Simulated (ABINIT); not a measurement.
## Quasiparticle gap of YHSe (P-6m2) in ABINIT

Wanted: ground state, empty states, screening and self-energy for YHSe (P-6m2).

Calculated with ABINIT 10.8.3; LDA and many-body steps on it, plane waves.

Report form: the programs' logs are mostly left out.

**1. Set-up**

It takes space group P-6m2 (No. 187, hexagonal). The conventional cell has a = 3.841 Å, b = 3.841 Å, c = 3.916 Å, α = 90.00°, β = 90.00°, γ = 120.00°. Y has 3 H at 2.22 Å and 6 Se at 2.96 Å nearest. Nearest to H lie 3 Y at 2.22 Å. Nearest to Se lie 6 H at 2.96 Å and 6 Y at 2.96 Å. Farther neighbours and most contacts between anions are not listed.

The cell and positions are those that the Materials Project relaxed with its own functionals (PBE, PBE+U or r2SCAN), kept fixed.

**2. Ground state**

This step: ABINIT 10.8.3; DFT, LDA, plane waves, norm-conserving pseudopotentials.

The ground-state density comes first.

run.abi

```
acell 3*1.0 Angstrom
rprim 
  3.840931335803 -0.000000000001 0.000000000000
  -1.920465667901 3.326344110998 0.000000000000
  0.000000000000 0.000000000000 3.915549560000
ntypat 3
znucl 39 1 34
natom 3
typat 1 2 3
xred 
  0.000000000000 0.000000000000 0.000000000000
  0.333333333333 0.666666666667 0.000000000000
  0.666666666667 0.333333333333 0.500000000000
pp_dirpath "pseudos"
pseudos "Y.upf, H.upf, Se.upf"
ecut 48
ngkpt 6 6 6
nshiftk 1
shiftk 0 0 0
kptopt 1
chksymbreak 0
nband 23
occopt 1
tolvrs 1e-10
nstep 60
prtwf 0
optforces 0
optstress 0
indata_prefix "in"
outdata_prefix "out"
tmpdata_prefix "tmp"
```

Run with:

```console
> OMP_NUM_THREADS=1 mpirun -n 4 abinit run.abi > log
```

Wall time 30 s (4 MPI ranks of Arm Neoverse V1, shared host); peak memory 0.38 GiB.

Numbers from this step:

```
total energy               : -10424.1850 eV
gap                        : 1.364 eV
k of the valence top       : 0, 0, 0.5
k of the conduction bottom : 0, 0, 0
least direct gap           : 1.737 eV
```

The gap is indirect, with the least direct gap 0.37 eV higher.

**3. Bands along the symmetry lines**

Levels along a band path, at the cheap level, show where the edges lie and whether the meshes to come will hold them.

run.abi

```
acell 3*1.0 Angstrom
rprim 
  3.840931335803 -0.000000000001 0.000000000000
  -1.920465667901 3.326344110998 0.000000000000
  0.000000000000 0.000000000000 3.915549560000
ntypat 3
znucl 39 1 34
natom 3
typat 1 2 3
xred 
  0.000000000000 0.000000000000 0.000000000000
  0.333333333333 0.666666666667 0.000000000000
  0.666666666667 0.333333333333 0.500000000000
pp_dirpath "pseudos"
pseudos "Y.upf, H.upf, Se.upf"
ecut 48
iscf -2
irdden 1
kptopt 0
nkpt 75
kpt 
  0.00000000 0.00000000 0.00000000
  0.06250000 0.00000000 0.00000000
  0.12500000 0.00000000 0.00000000
  0.18750000 0.00000000 0.00000000
  0.25000000 0.00000000 0.00000000
  0.31250000 0.00000000 0.00000000
  0.37500000 0.00000000 0.00000000
  0.43750000 0.00000000 0.00000000
  0.50000000 0.00000000 0.00000000
  0.47916667 0.04166667 0.00000000
  0.45833333 0.08333333 0.00000000
  0.43750000 0.12500000 0.00000000
  0.41666666 0.16666666 0.00000000
  0.39583333 0.20833333 0.00000000
  0.37500000 0.25000000 0.00000000
  0.35416666 0.29166666 0.00000000
  0.33333333 0.33333333 0.00000000
  0.29166666 0.29166666 0.00000000
  0.25000000 0.25000000 0.00000000
  0.20833333 0.20833333 0.00000000
  0.16666666 0.16666666 0.00000000
  0.12500000 0.12500000 0.00000000
  0.08333333 0.08333333 0.00000000
  0.04166667 0.04166667 0.00000000
  0.00000000 0.00000000 0.00000000
  0.00000000 0.00000000 0.06250000
  0.00000000 0.00000000 0.12500000
  0.00000000 0.00000000 0.18750000
  0.00000000 0.00000000 0.25000000
  0.00000000 0.00000000 0.31250000
  0.00000000 0.00000000 0.37500000
  0.00000000 0.00000000 0.43750000
  0.00000000 0.00000000 0.50000000
  0.06250000 0.00000000 0.50000000
  0.12500000 0.00000000 0.50000000
  0.18750000 0.00000000 0.50000000
  0.25000000 0.00000000 0.50000000
  0.31250000 0.00000000 0.50000000
  0.37500000 0.00000000 0.50000000
  0.43750000 0.00000000 0.50000000
  0.50000000 0.00000000 0.50000000
  0.47916667 0.04166667 0.50000000
  0.45833333 0.08333333 0.50000000
  0.43750000 0.12500000 0.50000000
  0.41666666 0.16666666 0.50000000
  0.39583333 0.20833333 0.50000000
  0.37500000 0.25000000 0.50000000
  0.35416666 0.29166666 0.50000000
  0.33333333 0.33333333 0.50000000
  0.29166666 0.29166666 0.50000000
  0.25000000 0.25000000 0.50000000
  0.20833333 0.20833333 0.50000000
  0.16666666 0.16666666 0.50000000
  0.12500000 0.12500000 0.50000000
  0.08333333 0.08333333 0.50000000
  0.04166667 0.04166667 0.50000000
  0.00000000 0.00000000 0.50000000
  0.50000000 0.00000000 0.50000000
  0.50000000 0.00000000 0.43750000
  0.50000000 0.00000000 0.37500000
  0.50000000 0.00000000 0.31250000
  0.50000000 0.00000000 0.25000000
  0.50000000 0.00000000 0.18750000
  0.50000000 0.00000000 0.12500000
  0.50000000 0.00000000 0.06250000
  0.50000000 0.00000000 0.00000000
  0.33333333 0.33333333 0.50000000
  0.33333333 0.33333333 0.43750000
  0.33333333 0.33333333 0.37500000
  0.33333333 0.33333333 0.31250000
  0.33333333 0.33333333 0.25000000
  0.33333333 0.33333333 0.18750000
  0.33333333 0.33333333 0.12500000
  0.33333333 0.33333333 0.06250000
  0.33333333 0.33333333 0.00000000
istwfk *1
nband 25
nbdbuf 2
tolwfr 1e-08
nstep 40
prtwf 0
prtvol 0
indata_prefix "in"
outdata_prefix "out"
tmpdata_prefix "tmp"
```

It took 42 s on 4 MPI ranks; peak memory 0.43 GiB.

This step gave:

```
gap                        : 1.364 eV
k of the valence top       : 0, 0, 0.5
k of the conduction bottom : 0, 0, 0
least direct gap           : 1.737 eV
```

The gap is 1.364 eV, as in the run before at this level.

The electronic bands at the labelled points (eV, zero at the top of the highest filled band):

```
    point  band 15  band 16  band 17  band 18  band 19  band 20  band 21  band 22
        Γ    -3.58    -1.68    -1.56    -1.56     1.36     3.74     3.74     3.94
  halfway    -4.42    -2.07    -1.96    -1.48     2.03     3.59     3.71     3.98
        M    -5.28    -2.38    -2.12    -1.45     2.67     3.29     4.26     4.43
  halfway    -5.02    -3.03    -2.37    -0.97     2.43     2.47     3.90     5.65
        K    -4.48    -3.97    -2.36    -0.72     2.04     2.70     3.06     6.54
  halfway    -4.54    -2.22    -2.14    -1.39     2.11     3.17     3.50     4.53
        Γ    -3.58    -1.68    -1.56    -1.56     1.36     3.74     3.74     3.94
  halfway    -5.16    -1.36    -1.36    -0.61     2.21     2.21     2.38     4.45
        A    -6.28    -1.15    -1.15     0.00     1.74     1.74     3.66     3.66
  halfway    -5.28    -2.56    -2.03    -1.82     2.79     3.23     3.90     5.05
        L    -3.92    -3.65    -3.13    -2.31     3.54     4.78     4.87     5.78
  halfway    -3.80    -3.74    -3.12    -2.41     3.92     4.63     5.00     5.17
        H    -3.97    -3.60    -3.02    -2.49     3.91     4.22     5.05     5.67
  halfway    -4.99    -2.85    -2.31    -2.00     3.10     3.45     4.17     5.28
        A    -6.28    -1.15    -1.15     0.00     1.74     1.74     3.66     3.66
jump to L    -3.92    -3.65    -3.13    -2.31     3.54     4.78     4.87     5.78
  halfway    -4.85    -3.05    -2.31    -1.93     2.74     4.07     4.22     4.99
        M    -5.28    -2.38    -2.12    -1.45     2.67     3.29     4.26     4.43
jump to H    -3.97    -3.60    -3.02    -2.49     3.91     4.22     5.05     5.67
  halfway    -4.30    -3.31    -3.08    -2.04     3.61     3.86     4.03     5.63
        K    -4.48    -3.97    -2.36    -0.72     2.04     2.70     3.06     6.54
```

**4. Empty states on the mesh, 3×3×4 mesh, 55 bands**

The sums over transitions need many empty states on a uniform mesh; this step solves for them.

run.abi

```
acell 3*1.0 Angstrom
rprim 
  3.840931335803 -0.000000000001 0.000000000000
  -1.920465667901 3.326344110998 0.000000000000
  0.000000000000 0.000000000000 3.915549560000
ntypat 3
znucl 39 1 34
natom 3
typat 1 2 3
xred 
  0.000000000000 0.000000000000 0.000000000000
  0.333333333333 0.666666666667 0.000000000000
  0.666666666667 0.333333333333 0.500000000000
pp_dirpath "pseudos"
pseudos "Y.upf, H.upf, Se.upf"
ecut 48
ngkpt 3 3 4
nshiftk 1
shiftk 0 0 0
kptopt 1
chksymbreak 0
iscf -2
irdden 1
istwfk *1
nband 55
nbdbuf 4
tolwfr 1e-09
nstep 60
prtvol 0
indata_prefix "in"
outdata_prefix "out"
tmpdata_prefix "tmp"
```

Elapsed: 19 s, on 4 MPI ranks; peak memory 0.31 GiB; 76 s of CPU time.

Numbers from this step:

| Quantity | Value |
| --- | --- |
| gap | 1.364 eV |
| k of the valence top | 0, 0, 0.5 |
| k of the conduction bottom | 0, 0, 0 |
| least direct gap | 1.737 eV |
| k points computed | 9 |
| lowest point of the top converged band, above the valence top | 32.82 eV |

On this mesh the gap is 1.364 eV.

**5. Screening, 3×3×4 mesh, 51 bands, screening to 106.1 eV**

The RPA dielectric matrix is built and inverted for each q.

This step: RPA screening on LDA, plane waves, norm-conserving pseudopotentials.

run.abi, as its differences from that of step 4:

```diff
@@ -21,10 +21,11 @@
 chksymbreak 0
-iscf -2
-irdden 1
 istwfk *1
-nband 55
-nbdbuf 4
-tolwfr 1e-09
-nstep 60
-prtvol 0
+occopt 1
+irdwfk 1
+optdriver 3
+nband 51
+ecuteps 3.9
+inclvkb 2
+awtr 1
+symchi 1
 indata_prefix "in"
```

Wall time 13 s (4 MPI ranks); peak memory 0.7 GiB.

This step gave:

| Property | Result |
| --- | --- |
| ε∞ with local fields, on this mesh, along the program's q direction | 11.45 |
| the same without local fields | 12.67 |
| plasma frequency | 31.5 eV |
| plane waves in the screening matrix | 145 |

Local fields lower ε∞ by 10 %. On a Γ-centred mesh this coarse the value itself is usually too large, while a short band sum pulls it down.

**6. Self-energy, 3×3×4 mesh, 51 bands, screening to 106.1 eV**

The self-energy is evaluated for the states that the input lists, and the levels follow from it, in one-shot runs by the linearised quasiparticle equation.

This step: G0W0 on LDA, plane waves, norm-conserving pseudopotentials.

run.abi, as its differences from that of step 5:

```diff
@@ -24,8 +24,17 @@
 irdwfk 1
-optdriver 3
+optdriver 4
 nband 51
+gwcalctyp 0
+ecutsigx 48
+symsigma 1
+nkptgw 2
+kptgw 
+  0.0000000000 0.0000000000 0.5000000000
+  0.0000000000 0.0000000000 0.0000000000
+bdgw 
+  16 20
+  17 21
 ecuteps 3.9
-inclvkb 2
-awtr 1
-symchi 1
+irdscr 1
+ppmodel 1
 indata_prefix "in"
```

Elapsed: 5 s, on 4 MPI ranks; peak memory 0.63 GiB.

This step gave:

| Property | Result |
| --- | --- |
| G0W0 gap on the points computed | 2.192 eV |
| starting gap on the mesh | 1.364 eV |
| k of the valence top | 0, 0, 0.5 |
| k of the conduction bottom | 0, 0, 0 |
| Z at the valence top | 0.803 |
| Z at the conduction bottom | 0.819 |
| least direct G0W0 gap on the computed points | 2.827 eV |

The gap on the mesh goes from 1.36 eV to 2.19 eV, a correction of +0.83 eV.

Limits: finite bands, cutoff and mesh; no spin-orbit coupling; coarse k mesh. v1 is the top filled band, c1 the lowest empty one. The levels before and after the correction (eV, zero at the valence-band top of each column):

```
           conduction bottom  valence top
Kohn-Sham               1.36         0.00
     G0W0               2.19         0.00
```

```csv
,level,energy (eV)
Kohn-Sham,(0 0 0.5) v3-v2,-1.145
Kohn-Sham,(0 0 0.5) v1,0.000
Kohn-Sham,(0 0 0.5) c1-c2,1.737
Kohn-Sham,Γ v2-v1,-1.564
Kohn-Sham,Γ c1,1.364
Kohn-Sham,Γ c2-c3,3.737
G0W0,(0 0 0.5) v3-v2,-0.963
G0W0,(0 0 0.5) v1,0.000
G0W0,(0 0 0.5) c1-c2,2.827
G0W0,Γ v2-v1,-1.412
G0W0,Γ c1,2.192
G0W0,Γ c2-c3,4.955
```

**7. Where the time went**

Times are wall times on 4 MPI ranks of Arm Neoverse V1, shared host, good to a factor of about two.

| step | time | share | memory (GiB) |
| --- | --- | --- | --- |
| ground state | 30 s | 28 % | 0.38 |
| bands along the symmetry lines | 42 s | 39 % | 0.43 |
| empty states on the mesh | 19 s | 17 % | 0.31 |
| screening | 13 s | 12 % | 0.7 |
| self-energy | 5 s | 5 % | 0.63 |

**8. Summary of results**

```json
{
  "LDA gap": "1.36 eV, indirect",
  "G0W0 gap on the mesh": "2.19 eV",
  "GW settings": "3×3×4 mesh, 51 bands, screening to 106.1 eV, Godby-Needs plasmon pole",
  "known limits": "not at the basis limit; no spin-orbit coupling; coarse k mesh"
}
```

What this shows: G0W0 moves the gap on the mesh from 1.36 eV to 2.19 eV (+0.83 eV), with Z of 0.80 and 0.82 at the edges. Local fields lower the RPA ε∞ on this mesh from 12.67 to 11.45; a Γ-centred mesh this coarse tends to raise both, most where the direct gap is narrow, while a short band sum lowers them. Only 2 of the mesh's irreducible points were corrected, so a valley elsewhere could overtake. Bands and cutoff are finite, so the gap is not at the basis limit. The miss can reach some tenths of an eV and take either sign; the mesh is an error of its own. In the G0W0 run levels were corrected at 2 k points alone, so a gap called «on the mesh» is the least over those, and an edge elsewhere would be missed. The 3×3×4 mesh is coarse for this cell, which bears on the long-range parts of exchange and screening. The many-body steps are scalar-relativistic: spin-orbit coupling is not in them.

[Paths, hosts, dates, memory and timing lines, banners, echoed tables and standing remarks are left out of the program output.]

[Logs are printed without paths, hosts, clocks, repeated set-up lines and the standing remarks that a program may print on its own settings, such as how far it seeks lower states.]

[Runs of the session that timed out or met a known fault of the program may be left out.]

[Hosts, paths, dates, database ids (printed as entryN), source tags and the programs' standing remarks are cut or masked in the printed files.]

[G0W0 gaps are taken among the corrected bands and points alone; a level outside them can change the order at an edge.]

[Where Ansatz stands beside ABINIT at settings called matched, ABINIT's density can come from a denser mesh and the files from another edition; pairs whose starting gaps differed by over 0.03 eV were left out, so agreement reads better than it is.]
